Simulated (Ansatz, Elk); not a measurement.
# ZrCuGePb: X-ray structure factors from the self-consistent density

The structure of ZrCuGePb used here is made up (a known structure type with other elements) and was relaxed beforehand with PBE. The aim is the Fourier transform of its all-electron density, F(hkl), set beside the sum over free spherical atoms that refinements use.

Main program and level: Elk 11.2.3 (patched build); DFT, PBE, all-electron APW+lo, Dirac cores, scalar-relativistic bands, static density, no spin.

The structure was built from a prototype and need not be the compound's stable phase.

## 1. Starting point

Symmetry: P4/nmm, No. 129, tetragonal system. The conventional cell has a = 4.076 Å, b = 4.076 Å, c = 9.392 Å, α = 90.00°, β = 90.00°, γ = 90.00°. Nearest to Pb lie 4 Cu at 2.71 Å and 4 Zr at 2.99 Å. Nearest to Zr lie 4 Ge at 2.93 Å and 4 Pb at 2.99 Å. Ge has 4 Ge at 2.88 Å and 4 Zr at 2.93 Å nearest. Nearest to Cu lie 4 Pb at 2.71 Å and 4 Cu at 2.88 Å. Farther neighbours are not listed.

## 2. Ground state and structure factors

An all-electron density is needed, since X-rays see the cores too. Task 0 finds the density and task 195 Fourier-transforms it; tshift is off so that phases refer to the origin typed.

elk.in

```
tasks
  0
  195

xctype
  20

spinpol
  .false.

rgkmax
  7.0

gmaxvr
  14.0

lmaxo
  7

lmaxapw
  8

swidth
  0.002

tshift
  .false.

ramdisk
  .false.

hmaxvr
  5.5

maxscl
  120

epspot
  1e-06

sppath
  './'

avec
  7.70195991491 0.00000000000 0.00000000000
  0.00000000000 7.70195991491 0.00000000000
  0.00000000000 0.00000000000 17.74778843495

atoms
  4
  'Pb.in'
  2
  0.5000000000 0.0000000000 0.6897681997   0.000000 0.000000 0.000000
  0.0000000000 0.5000000000 0.3102318003   0.000000 0.000000 0.000000
  'Zr.in'
  2
  0.5000000000 -0.0000000000 0.2246015991   0.000000 0.000000 0.000000
  0.0000000000 0.5000000000 0.7753984009   0.000000 0.000000 0.000000
  'Ge.in'
  2
  0.0000000000 -0.0000000000 0.0000000000   0.000000 0.000000 0.000000
  0.5000000000 0.5000000000 0.0000000000   0.000000 0.000000 0.000000
  'Cu.in'
  2
  -0.0000000000 -0.0000000000 0.5000000000   0.000000 0.000000 0.000000
  0.5000000000 0.5000000000 0.5000000000   0.000000 0.000000 0.000000

ngridk
  6 6 3
```

Command:

```
$ OMP_NUM_THREADS=4 elk
```

Numbers of over 12 decimals in the logs are rounded to 6 here.

The program printed:

```text
┌─────────────────────────┐
│ Elk code version 11.2.3 │
└─────────────────────────┘

All units are atomic (Hartree, Bohr, etc.)

┌─────────────────────────────────────────────────┐
│ Ground-state run starting from atomic densities │
└─────────────────────────────────────────────────┘

Lattice vectors :
   7.701959915       0.000000000       0.000000000
   0.000000000       7.701959915       0.000000000
   0.000000000       0.000000000       17.74778843

Reciprocal lattice vectors :
  0.8157904451       0.000000000       0.000000000
   0.000000000      0.8157904451       0.000000000
   0.000000000       0.000000000      0.3540263808

Unit cell volume      :    1052.802120
Brillouin zone volume :   0.2356095306

Muffin-tin inner radius fraction :   0.1000000000E-01

Nuclei treated as point charges

Species : 1 (Pb)
 parameters loaded from : Pb.in
 name : lead
 nuclear charge    :   -82.00000000
 electronic charge :    82.00000000
 atomic mass :    377702.4943
 muffin-tin radius :    2.727834822
 number of radial points in muffin-tin :   1393
 inner part over the whole radius :   0.9949902835E-02
 number on inner part of muffin-tin    :   1000
 approximate nuclear radius :   0.1047603524E-03
 number of mesh points to nuclear radius :    526
 atomic positions (lattice), magnetic fields (Cartesian) :
  1 :   0.50000000  0.00000000 -0.31023180    0.00000000  0.00000000  0.00000000
  2 :   0.00000000  0.50000000  0.31023180    0.00000000  0.00000000  0.00000000

Species : 2 (Zr)
 parameters loaded from : Zr.in
 name : zirconium
 nuclear charge    :   -40.00000000
 electronic charge :    40.00000000
 atomic mass :    166291.1793
 muffin-tin radius :    2.600000000
 number of radial points in muffin-tin :   1193
 inner part over the whole radius :   0.9967875514E-02
 number on inner part of muffin-tin    :    848
 approximate nuclear radius :   0.8202877663E-04
 number of mesh points to nuclear radius :    417
 atomic positions (lattice), magnetic fields (Cartesian) :
  1 :   0.50000000  0.00000000  0.22460160    0.00000000  0.00000000  0.00000000
  2 :   0.00000000  0.50000000 -0.22460160    0.00000000  0.00000000  0.00000000

Species : 3 (Ge)
 parameters loaded from : Ge.in
 name : germanium
 nuclear charge    :   -32.00000000
 electronic charge :    32.00000000
 atomic mass :    132414.6196
 muffin-tin radius :    2.400000000
 number of radial points in muffin-tin :    993
 inner part over the whole radius :   0.9906635991E-02
 number on inner part of muffin-tin    :    702
 approximate nuclear radius :   0.7637961215E-04
 number of mesh points to nuclear radius :    340
 atomic positions (lattice), magnetic fields (Cartesian) :
  1 :   0.00000000  0.00000000  0.00000000    0.00000000  0.00000000  0.00000000
  2 :   0.50000000  0.50000000  0.00000000    0.00000000  0.00000000  0.00000000

Species : 4 (Cu)
 parameters loaded from : Cu.in
 name : copper
 nuclear charge    :   -29.00000000
 electronic charge :    29.00000000
 atomic mass :    115837.2717
 muffin-tin radius :    2.338144133
 number of radial points in muffin-tin :    993
 inner part over the whole radius :   0.9969415705E-02
 number on inner part of muffin-tin    :    701
 approximate nuclear radius :   0.7406004541E-04
 number of mesh points to nuclear radius :    337
 atomic positions (lattice), magnetic fields (Cartesian) :
  1 :   0.00000000  0.00000000  0.50000000    0.00000000  0.00000000  0.00000000
  2 :   0.50000000  0.50000000  0.50000000    0.00000000  0.00000000  0.00000000

Total number of atoms per unit cell :    8
Total muffin-tin volume :    540.1904650
 ratio of muffin-tin to unit cell volume :   0.5130978125

Spin treatment :
 spin-unpolarised

Number of Bravais lattice symmetries :   16
Number of crystal symmetries         :   16
Crystal has no inversion symmetry
Complex Hermitian eigensolver will be used

k-point grid :      6     6     3
k-point offset :    0.000000000       0.000000000       0.000000000
[...]
at k-point 18

Charges :
 core                        :    252.0000000
 valence                     :    114.0000000
 interstitial                :    13.29498906
 muffin-tins (core leakage)
  species : 1 (Pb)
[...]
species : 2 (Zr)
[...]
species : 3 (Ge)
[...]
species : 4 (Cu)
[...]
total in muffin-tins        :    352.7050109
 total calculated charge     :    365.9943844
 total charge                :    366.0000000
 error                       :   0.5615625929E-02

RMS change in Kohn-Sham potential (target) :   0.5822012192     (  0.1000000000E-05)
Absolute change in total energy (target)   :    3.519341093     (  0.1000000000E-03)

[... loops 3 to 18 left out ...]

┌──────────────────┐
│ Loop number : 19 │
└──────────────────┘

Energies :
 Fermi                       :     0.291386
 sum of occupied eigenvalues :     -34446.661157088
 electron kinetic            :      63831.935088121
 core electron kinetic       :      62751.539810774
 Coulomb                     :     -119091.62690105
 Coulomb potential           :     -96575.283274372
 nuclear-nuclear             :     -5136.0077151330
 electron-nuclear            :     -131449.92821535
 Hartree                     :      17494.309029434
 Madelung                    :     -70803.985263863
 xc potential                :     -1703.3129708369
 exchange                    :     -1284.1328519991
 correlation                 :     -20.183719218038
 electron entropic           :    -0.13669426604095E-02
 total energy                :     -56564.009751088

Density of states at Fermi energy :    107.3875170
 (states/Hartree/unit cell)

Estimated indirect band gap :   0.2340980699E-02
 from k-point 5 to k-point 14
Estimated direct band gap   :   0.5344145032E-02
 at k-point 6

Charges :
 core                        :    252.0000000
 valence                     :    114.0000000
 interstitial                :    12.05510868
 muffin-tins (core leakage)
  species : 1 (Pb)
[...]
species : 2 (Zr)
[...]
species : 3 (Ge)
[...]
species : 4 (Cu)
[...]
total in muffin-tins        :    353.9448913
 total calculated charge     :    365.9946714
 total charge                :    366.0000000
 error                       :   0.5328617712E-02

RMS change in Kohn-Sham potential (target) :   0.1886539867E-06 (  0.1000000000E-05)
Absolute change in total energy (target)   :   0.9129213868E-04 (  0.1000000000E-03)

Convergence targets achieved

┌──────────────────┐
│ Loop number : 20 │
└──────────────────┘

Energies :
 Fermi                       :     0.291386
 sum of occupied eigenvalues :     -34446.661174299
 electron kinetic            :      63831.935066327
 core electron kinetic       :      62751.539793622
 Coulomb                     :     -119091.62689245
 Coulomb potential           :     -96575.283267271
 nuclear-nuclear             :     -5136.0077151330
 electron-nuclear            :     -131449.92820473
 Hartree                     :      17494.309027406
 Madelung                    :     -70803.985258819
 xc potential                :     -1703.3129733551
 exchange                    :     -1284.1328516891
 correlation                 :     -20.183719216067
 electron entropic           :    -0.13669424048068E-02
 total energy                :     -56564.009763975

Density of states at Fermi energy :    107.3874900
 (states/Hartree/unit cell)

Estimated indirect band gap :   0.2340983428E-02
 from k-point 5 to k-point 14
Estimated direct band gap   :   0.5344145851E-02
 at k-point 6

Charges :
 core                        :    252.0000000
 valence                     :    114.0000000
 interstitial                :    12.05510874
 muffin-tins (core leakage)
  species : 1 (Pb)
[...]
species : 2 (Zr)
[...]
species : 3 (Ge)
[...]
atom 2                    :    30.48551094     (  0.3333950321E-03)
  species : 4 (Cu)
   atom 1                    :    28.03087545     (  0.2225763239E-03)
   atom 2                    :    28.03087545     (  0.2225763239E-03)
 total in muffin-tins        :    353.9448913
 total calculated charge     :    365.9946714
 total charge                :    366.0000000
 error                       :   0.5328617700E-02

┌──────────────────────────────┐
│ Self-consistent loop stopped │
└──────────────────────────────┘

Warning : the lowest level lies among the core levels :   -2.281626501      -2.473371964

Warning : core states of species 1 leak from the muffin-tin :   0.1719579933E-02

Warning : core states of species 3 leak from the muffin-tin :   0.3333950321E-03

Warning : core states of species 4 leak from the muffin-tin :   0.2225763239E-03

Wrote STATE.OUT
```

Elapsed: 67 s, on 4 threads of INTEL XEON PLATINUM 8581C at 2.10GHz (Emerald Rapids), shared host; peak memory 0.35 GiB; 3.1 min of CPU time.

SFACRHO.OUT:

```text

h k l indices transformed by vhmat matrix:
   1.000000000       0.000000000       0.000000000    
   0.000000000       1.000000000       0.000000000    
   0.000000000       0.000000000       1.000000000    

      h      k      l  multipl.   |H|            Re(F)            Im(F)           |F|

      0      0      0      1   0.0000000       366.00000      0.24831895E-16   366.00000    
      0      0      1      2  0.35402638      -41.485837      0.21035840E-13   41.485837    
      0      0      2      2  0.70805276      -68.382480     -0.70646723E-13   68.382480    
      0     -1      0      4  0.81579045       0.0000000      0.51579826E-13  0.51579826E-13
      1      0     -1      4  0.88929676      0.36526411E-13  -70.787087       70.787087    
      1      0      1      4  0.88929676      0.73052822E-14   70.787087       70.787087    
      0      0      3      2   1.0620791       105.95191     -0.22379894E-13   105.95191    
     -1      0      2      4   1.0802096     -0.25568488E-13  -120.48289       120.48289    
      0     -1      2      4   1.0802096     -0.10957923E-13   120.48289       120.48289    
      1     -1      0      4   1.1537019      -106.47860     -0.89232708E-14   106.47860    
      1     -1      1      8   1.2067986       46.848561     -0.25472509E-14   46.848561    
      1      0      3      4   1.3392260     -0.76705463E-13  -3.2904758       3.2904758    
      1      0     -3      4   1.3392260     -0.65747540E-13   3.2904758       3.2904758    
     -1     -1     -2      8   1.3536494       256.51151     -0.14781513E-12   256.51151    
      0      0     -4      2   1.4161055       152.45973     -0.62173747E-13   152.45973    
     -1      1     -3      8   1.5681327      -88.750212     -0.30014867E-13   88.750212    
      0     -2      0      4   1.6315809       280.82478     -0.90388484E-13   280.82478    
     -1      0     -4      4   1.6342793     -0.69400181E-13  -166.14782       166.14782
```

Elk indexes on the primitive cell of elk.in and gives |H| = 4π sin θ/λ in inverse bohr. Below, one row stands for each form hkl of the conventional cell (m members, Friedel mates merged), F is for one primitive cell and the density is static (no thermal factor). Free-atom factors are Waasmaier and Kirfel's, and R is Σm||F|−|F'||/Σm|F|.

```csv
hkl,m,sin θ/λ (Å⁻¹),"abs F, DFT",neutral atoms,diff.,abs of complex diff.
001,2,0.053,41.486,41.629,-0.143,0.143
002,2,0.106,68.382,68.189,+0.194,0.194
100,4,0.123,0.000,0.000,+0.000,0.000
101,8,0.134,70.787,71.085,-0.298,0.298
003,2,0.160,105.952,105.632,+0.320,0.320
102,8,0.162,120.483,120.516,-0.033,0.033
110,4,0.173,106.479,106.468,+0.011,0.011
111,8,0.181,46.849,46.330,+0.519,0.519
103,8,0.201,3.291,2.994,+0.296,0.296
112,8,0.204,256.512,257.612,-1.100,1.100
004,2,0.213,152.460,153.556,-1.096,1.096
113,8,0.236,88.750,89.277,-0.527,0.527
200,4,0.245,280.825,282.172,-1.347,1.347
104,8,0.246,166.148,166.478,-0.330,0.330
201,8,0.251,34.337,34.882,-0.545,0.545
005,2,0.266,76.714,76.845,-0.131,0.131
202,8,0.268,59.415,58.735,+0.680,0.680
210,8,0.274,0.000,0.000,+0.000,0.000
```

## 3. The highest occupied states alone

An energy window below the Fermi level keeps the highest occupied states, to see at which angles they scatter; shallow core shells can lie inside it and anion s states outside. No new self-consistency is needed.

Changes to elk.in since step 2:

```diff
@@ -1,3 +1,2 @@
 tasks
-  0
   195
@@ -40,2 +39,5 @@
 
+wsfac
+  -0.259850 0.591390
+
 sppath
```

Command:

```
$ OMP_NUM_THREADS=4 elk
```

The program printed:

```text
┌─────────────────────────────────┐
│ Elk code version 11.2.3 started │
└─────────────────────────────────┘

Info(readinput): the functional depends on the density's gradient
 muffin-tin radial points multiplied by    2.00000
 (not where nrmtscf is given)

┌────────────────────┐
│ Current task : 195 │
└────────────────────┘
Info(checkmt): changed muffin-tin radius of species 1 (Pb) from   2.8000 to   2.7278
Info(checkmt): changed muffin-tin radius of species 4 (Cu) from   2.4000 to   2.3381

Info(sfacrho): density structure factors written to SFACRHO.OUT

 Energy window :  -0.2598500000      0.5913900000

┌──────────────────┐
│ Elk code stopped │
└──────────────────┘
```

Elapsed: 20 s, on 4 threads; peak memory 0.23 GiB; 25 s of CPU time.

States within 15 eV below the Fermi level hold 46.00 electrons; any levels below the window count with the cores. Their amplitudes can exceed the total, where window and core parts have opposite phase:

```csv
hkl,sin θ/λ (Å⁻¹),"abs F, window","abs F, all"
001,0.053,15.435,41.486
002,0.106,16.757,68.382
100,0.123,0.000,0.000
101,0.134,0.077,70.787
003,0.160,12.709,105.952
102,0.162,1.469,120.483
110,0.173,14.579,106.479
111,0.181,12.736,46.849
103,0.201,0.073,3.291
112,0.204,14.900,256.512
```

## 4. Another functional

The difference from free atoms is small, so it is set against the change that LDA (Perdew-Wang) makes.

Changes to elk.in since step 3:

```diff
@@ -1,2 +1,3 @@
 tasks
+  0
   195
@@ -4,3 +5,3 @@
 xctype
-  20
+  3
 
@@ -39,5 +40,2 @@
 
-wsfac
-  -0.259850 0.591390
-
 sppath
```

Command:

```
$ OMP_NUM_THREADS=4 elk
```

The program printed:

```text
┌─────────────────────────┐
│ Elk code version 11.2.3 │
└─────────────────────────┘

All units are atomic (Hartree, Bohr, etc.)

┌─────────────────────────────────────────────────┐
│ Ground-state run starting from atomic densities │
└─────────────────────────────────────────────────┘

Lattice vectors :
   7.701959915       0.000000000       0.000000000
   0.000000000       7.701959915       0.000000000
   0.000000000       0.000000000       17.74778843

Reciprocal lattice vectors :
  0.8157904451       0.000000000       0.000000000
[...]
atom 2                    :    28.04642977     (  0.2306344103E-03)
 total in muffin-tins        :    354.0713956
 total calculated charge     :    365.9945961
 total charge                :    366.0000000
 error                       :   0.5403855814E-02

┌──────────────────────────────┐
│ Self-consistent loop stopped │
└──────────────────────────────┘

Warning : core states of species 1 leak from the muffin-tin :   0.1730719650E-02

Warning : core states of species 3 leak from the muffin-tin :   0.3383791944E-03

Warning : core states of species 4 leak from the muffin-tin :   0.2306344103E-03

Wrote STATE.OUT
[key lines of the parts left out:]
total energy                :     -56522.780482172
```

Wall time 44 s (4 threads); peak memory 0.26 GiB; 2.2 min of CPU time.

Against the first run R = 0.02 %; the largest change is -0.098 at 220.

## 5. A coarser k-mesh

About half the k-points along each axis test the sampling.

Changes to elk.in since step 4:

```diff
@@ -5,3 +5,3 @@
 xctype
-  3
+  20
 
@@ -68,2 +68,2 @@
 ngridk
-  6 6 3
+  3 3 2
```

Command:

```
$ OMP_NUM_THREADS=4 elk
```

The program printed:

```text
┌─────────────────────────┐
│ Elk code version 11.2.3 │
└─────────────────────────┘

All units are atomic (Hartree, Bohr, etc.)

┌─────────────────────────────────────────────────┐
│ Ground-state run starting from atomic densities │
└─────────────────────────────────────────────────┘

Lattice vectors :
   7.701959915       0.000000000       0.000000000
   0.000000000       7.701959915       0.000000000
   0.000000000       0.000000000       17.74778843

Reciprocal lattice vectors :
  0.8157904451       0.000000000       0.000000000
[...]
total in muffin-tins        :    353.9540502
 total calculated charge     :    365.9946373
 total charge                :    366.0000000
 error                       :   0.5362704826E-02

┌──────────────────────────────┐
│ Self-consistent loop stopped │
└──────────────────────────────┘

Warning : the lowest level lies among the core levels :   -2.282251135      -2.473755945

Warning : core states of species 1 leak from the muffin-tin :   0.1719228121E-02

Warning : core states of species 3 leak from the muffin-tin :   0.3335635213E-03

Warning : core states of species 4 leak from the muffin-tin :   0.2226923049E-03

Wrote STATE.OUT
[key lines of the parts left out:]
total energy                :     -56564.015432667
```

Run time: 42 s. Hardware: 4 threads; peak memory 0.35 GiB.

Against the first run R = 0.01 %; the largest change is -0.078 at 200.

## 6. Settings against the effect

```csv
run,R against the first run (%),"R against neutral atoms, low angle (%)",wall time
"PBE, rgkmax 7",0.00,0.42,67 s
LDA (Perdew-Wang),0.02,0.43,44 s
k-mesh 3×3×2,0.01,0.42,42 s
```

## 7. Results

```
R against neutral atoms, sin θ/λ < 0.3 Å⁻¹ : 0.42 %
R against neutral atoms, 0.3 to 0.65 Å⁻¹   : 0.12 %
```

What this shows: Independent neutral atoms miss the calculated amplitudes by R = 0.42 % below 0.3 Å⁻¹ and 0.12 % from there to 0.65 Å⁻¹; by shells, 0.39 % below 0.15 Å⁻¹ (3 forms), 0.42 % 0.15 to 0.3 (18 forms), 0.15 % 0.3 to 0.45 (33 forms), 0.11 % above 0.45 (88 forms). Bonding, aspherical density and the tables' own atoms all enter these figures, and the runs don't part them. The largest change of an amplitude is -1.35 electrons, at 200. The window's part falls from 46.0 electrons at the origin to at most 5.08 between 0.45 and 0.65 Å⁻¹, where compact states inside the window still scatter. Below 0.3 Å⁻¹ the changes that finished (LDA (Perdew-Wang) and k-mesh 3×3×2) move F by R = 0.02 % at most, against the 0.42 % that separates it from free atoms. The basis has no finished test. These runs have no spin, though d or f shells may be open. Spin-orbit coupling is left out, which can matter for elements this heavy. Part of the difference isn't bonding: the tables are fits to free atoms and ions calculated by other methods than this functional. Thermal motion, anomalous dispersion and extinction are left out.

[Logs are printed without paths, hosts, clocks, repeated set-up lines and the standing remarks that a program may print on its own settings, such as how far it seeks lower states.]

[Hosts, paths, dates, database ids (printed as entryN), source tags and the programs' standing remarks are cut or masked in the printed files.]
